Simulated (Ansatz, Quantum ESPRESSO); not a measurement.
## Zr (P6_3/mmc): electron–phonon coupling with Quantum ESPRESSO

Wanted: phonons, linewidths and couplings of Zr (P6_3/mmc) from a second program. The first relaxation steps of the session are not shown, so no cell shown is the starting entry, unless a step says so.

Calculated with Ansatz 0.2.0 and Quantum ESPRESSO 7.5; DFT PBE, scalar-relativistic, plane waves, PAW, in the first sound run; inputs show where later runs differ.

This is a report of a sequence of runs, with most program output left out.

## Step 1: The cell after earlier relaxation steps

The structure is hexagonal, space group P6_3/mmc (No. 194). The conventional cell has a = 3.235 Å, b = 3.235 Å, c = 5.166 Å, α = 90.00°, β = 90.00°, γ = 120.00°. Nearest to Zr lie 12 Zr at 3.19 to 3.23 Å.

## Step 2: Relaxing tightly for phonons

Residual forces and stress shift phonon frequencies, so the cell is relaxed again, with tight thresholds and the mesh and smearing of this input. Earlier relaxation steps are not shown.

Contents of input.yaml:

```yaml
crystal:
  lattice:
    - [3.234828593, 0.0, 0.0]
    - [-1.6174142965, 2.8014437385, 0.0]
    - [0.0, 0.0, 5.1660915249]
  atoms:
    - { symbol: Zr, position: [0.3333333333, 0.6666666667, 0.25] }
    - { symbol: Zr, position: [0.6666666667, 0.3333333333, 0.75] }
kpoints:
  mp_grid: { grid: [12, 12, 6] }
hamiltonian:
  xc: pbe
scf:
  occupations: { method: methfessel_paxton, width: 0.2 }
output:
  forces: true
  stress: true
  eigenvalues: true
relax:
  adjacent_minimum: "off"
  f_tol: 0.001
  max_steps: 60
  cell: { stress_tol: 0.01 }
```

Started as:

```bash
$ ansatz run input.yaml --threads 4 --pin off --max-ram 8192MiB --backend cpu --events-out ev --progress --plain --runs-dir out
```

Run time: 3 s. Hardware: 4 threads of Arm Neoverse V2, shared host; peak memory 0.37 GiB.

Little changed from the start: no atom moved by 0.005 Å and no cell edge by 0.1 %.

This step gave:

| Quantity | Value |
| --- | --- |
| pressure | 8.02e-4 GPa |
| volume per atom | 23.40 Å³ |
| metallic on mesh | yes |
| gap on the k-mesh | 0 eV |

The largest force is now zero by symmetry and the largest stress component 0.0017 GPa.

## Step 3: Second program, ground state

ph.x needs a tightly converged ground state on the same k mesh; the cell is that of the step before.

This step: DFT PBE, scalar-relativistic, plane waves, GBRV ultrasoft pseudopotentials (Quantum ESPRESSO 7.5).

Contents of pw.in:

```
 &control
    calculation='scf',
    prefix='x',
    outdir='./tmp',
    pseudo_dir='./pseudo',
    tprnfor=.true.,
    tstress=.true.,
 /
 &system
    ibrav=4,
    celldm(1)=6.11247784,
    celldm(3)=1.59652259,
    nat=2,
    ntyp=1,
    ecutwfc=45.0,
    ecutrho=360.0,
    occupations='smearing',
    smearing='fd',
    degauss=0.00734986,
    nbnd=22,
 /
 &electrons
    conv_thr=1.0d-11,
    mixing_beta=0.5,
 /
ATOMIC_SPECIES
 Zr     91.2240  Zr.upf
ATOMIC_POSITIONS crystal
 Zr     0.333333333   0.666666667   0.250000000
 Zr     0.666666667   0.333333333   0.750000000
K_POINTS automatic
 12 12 6 0 0 0
```

Started as:

```bash
$ OMP_NUM_THREADS=1 mpirun -n 4 pw.x -nk 4 -in pw.in > pw.x.log
```

Run time: 11 s. Hardware: 4 MPI ranks; 43 s of CPU time.

This step gave:

| Property | Result |
| --- | --- |
| pressure | 0.04900 GPa |

With these potentials, mesh and smearing the cell is at 0.049 GPa.

## Step 4: Phonons and couplings with ph.x: Fermi–Dirac smearing of 0.1 eV

ph.x gives each mode's frequency and linewidth; λ of a mode follows from Gaussian double-delta sums over the k mesh, here at four widths.

Contents of ph.in:

```
phonons and couplings
 &inputph
    prefix='x',
    outdir='./tmp',
    tr2_ph=1.0d-15,
    fildyn='x.dyn',
    fildvscf='dvscf',
    ldisp=.true.,
    nq1=3,
    nq2=3,
    nq3=2,
    electron_phonon='simple',
    el_ph_ngauss=0,
    el_ph_sigma=0.00734986,
    el_ph_nsigma=4,
    alpha_mix(1)=0.5,
    amass(1)=91.224,
 /
```

Started as:

```bash
$ OMP_NUM_THREADS=1 mpirun -n 4 ph.x -nk 4 -in ph.in > ph.x.log
```

It took 38 min on 4 MPI ranks.

The run was cut off at its time limit.

The run did not finish in the time allowed, so it gives no couplings or resistivity.

## Step 5: Ground state with pw.x

This step: DFT PBE, scalar-relativistic, plane waves, PseudoDojo norm-conserving pseudopotentials (Quantum ESPRESSO 7.5).

pw.in: that of step 3 with these lines changed.

```diff
@@ -14,4 +14,4 @@
     ntyp=1,
-    ecutwfc=45.0,
-    ecutrho=360.0,
+    ecutwfc=66.0,
+    ecutrho=264.0,
     occupations='smearing',
@@ -31,2 +31,2 @@
 K_POINTS automatic
- 12 12 6 0 0 0
+ 8 8 4 0 0 0
```

Started as:

```bash
$ OMP_NUM_THREADS=1 mpirun -n 4 pw.x -nk 4 -in pw.in > pw.x.log
```

Wall time 5.7 s (4 MPI ranks).

Numbers from this step:

```yaml
pressure: 0.23 GPa
```

With these potentials, mesh and smearing the cell is at 0.23 GPa.

## Step 6: Phonons and couplings with ph.x: Fermi–Dirac smearing of 0.1 eV (run 2)

ph.in: that of step 4 with these lines changed.

```diff
@@ -8,4 +8,4 @@
     ldisp=.true.,
-    nq1=3,
-    nq2=3,
+    nq1=2,
+    nq2=2,
     nq3=2,
```

Started as:

```bash
$ OMP_NUM_THREADS=1 mpirun -n 4 ph.x -nk 4 -in ph.in > ph.x.log
```

Wall time 6 min (4 MPI ranks); 24 min of CPU time.

Numbers from this step:

```yaml
highest_frequency_solved_or_plainly_interpolated: 181.6 cm⁻¹
omega_log_against_width: 9.688, 10.98, 11.8, 12.4 meV, at widths 0.1 to 0.4 eV
```

As ph.x prints them, no sum rule imposed; at the zone centre the sum is no linewidth. Double-delta sums:

```
q1    q2    q3  star  mode  omega (meV)  lambda_q, sigma 0.1 eV  lambda_q, sigma 0.2 eV  lambda_q, sigma 0.3 eV  lambda_q, sigma 0.4 eV  half width at sigma 0.2 (meV)
 0     0     0     1     1       0.2608                       0                       0                       0                       0                              0
 0     0     0     1     2       0.2608                       0                       0                       0                       0                              0
 0     0     0     1     3       0.4132                       0                       0                       0                       0                              0
 0     0     0     1     4        9.026                   1.116                   0.685                   0.493                  0.3858                         0.1578
 0     0     0     1     5        9.026                   1.116                   0.685                   0.493                  0.3858                         0.1578
 0     0     0     1     6        20.12                   1.127                  0.2835                  0.2015                  0.1924                         0.3246
 0     0  -0.5     1     1        6.543                  0.5255                  0.3963                  0.2735                  0.2211                        0.04797
 0     0  -0.5     1     2        6.543                  0.5255                  0.3963                  0.2735                  0.2211                        0.04797
 0     0  -0.5     1     3        6.543                  0.5255                  0.3963                  0.2735                  0.2211                        0.04797
 0     0  -0.5     1     4        6.543                  0.5255                  0.3963                  0.2735                  0.2211                        0.04797
 0     0  -0.5     1     5        17.04                  0.0256                  0.0349                  0.0733                  0.0899                        0.02866
 0     0  -0.5     1     6        17.04                  0.0256                  0.0349                  0.0733                  0.0899                        0.02866
 0  -0.5     0     3     1        8.481                  0.1596                   0.417                  0.3516                   0.312                        0.08482
 0  -0.5     0     3     2        9.642                  0.1114                  0.2236                  0.2148                  0.2511                        0.05877
 0  -0.5     0     3     3        18.82                  0.0045                   0.015                  0.0291                  0.0452                        0.01501
 0  -0.5     0     3     4        19.39                  0.0163                  0.0585                  0.0704                  0.0813                         0.0622
 0  -0.5     0     3     5        20.43                  0.0178                  0.0767                  0.1032                  0.1247                        0.09053
 0  -0.5     0     3     6        21.58                  0.1237                  0.1083                   0.082                  0.0779                         0.1427
 0  -0.5  -0.5     3     1        14.59                  0.0117                    0.06                  0.0751                  0.0861                        0.03615
 0  -0.5  -0.5     3     2        14.59                  0.0117                    0.06                  0.0751                  0.0861                        0.03615
 0  -0.5  -0.5     3     3        15.51                  0.0372                  0.0705                  0.0782                  0.0956                        0.04793
 0  -0.5  -0.5     3     4        15.51                  0.0372                  0.0705                  0.0782                  0.0956                        0.04793
 0  -0.5  -0.5     3     5        22.51                  0.0687                  0.1075                  0.0989                  0.1004                         0.1541
 0  -0.5  -0.5     3     6        22.51                  0.0687                  0.1075                  0.0989                  0.1004                         0.1541
```

Mean over the q mesh without its centre; few wavevectors enter, so none of the widths can be taken as converged. Coupling constant λ, lambda against Gaussian width:

```
Gaussian width (eV)  coupling constant λ, lambda
              0.100                        0.594
              0.200                        0.826
              0.300                        0.758
              0.400                        0.776
```

λ runs from 0.594 at 0.1 eV to 0.776 at 0.4 eV.

## Step 7: Results

- phonon run of the rows without a label of their own: PBE, q 2×2×2, k 8×8×4
- coupling λ by Gaussian sums at 0.2 eV, Quantum ESPRESSO, PseudoDojo, cutoff 898 eV, q 2×2×2, k 8×8×4: 0.826

What this shows: Under gradient-corrected functionals ph.x can misplace modes where the density is low; no frozen-phonon run checks these frequencies. In the last run that gave them, λ from the Gaussian sums still varies by a factor of 1.4 between widths of 0.1 and 0.4 eV; these sums hold few wavevectors and leave out the zone centre.

[Logs are printed without paths, hosts, clocks, repeated set-up lines and the standing remarks that a program may print on its own settings, such as how far it seeks lower states.]

[Hosts, paths, dates, database ids (printed as entryN), source tags and the programs' standing remarks are cut or masked in the printed files.]
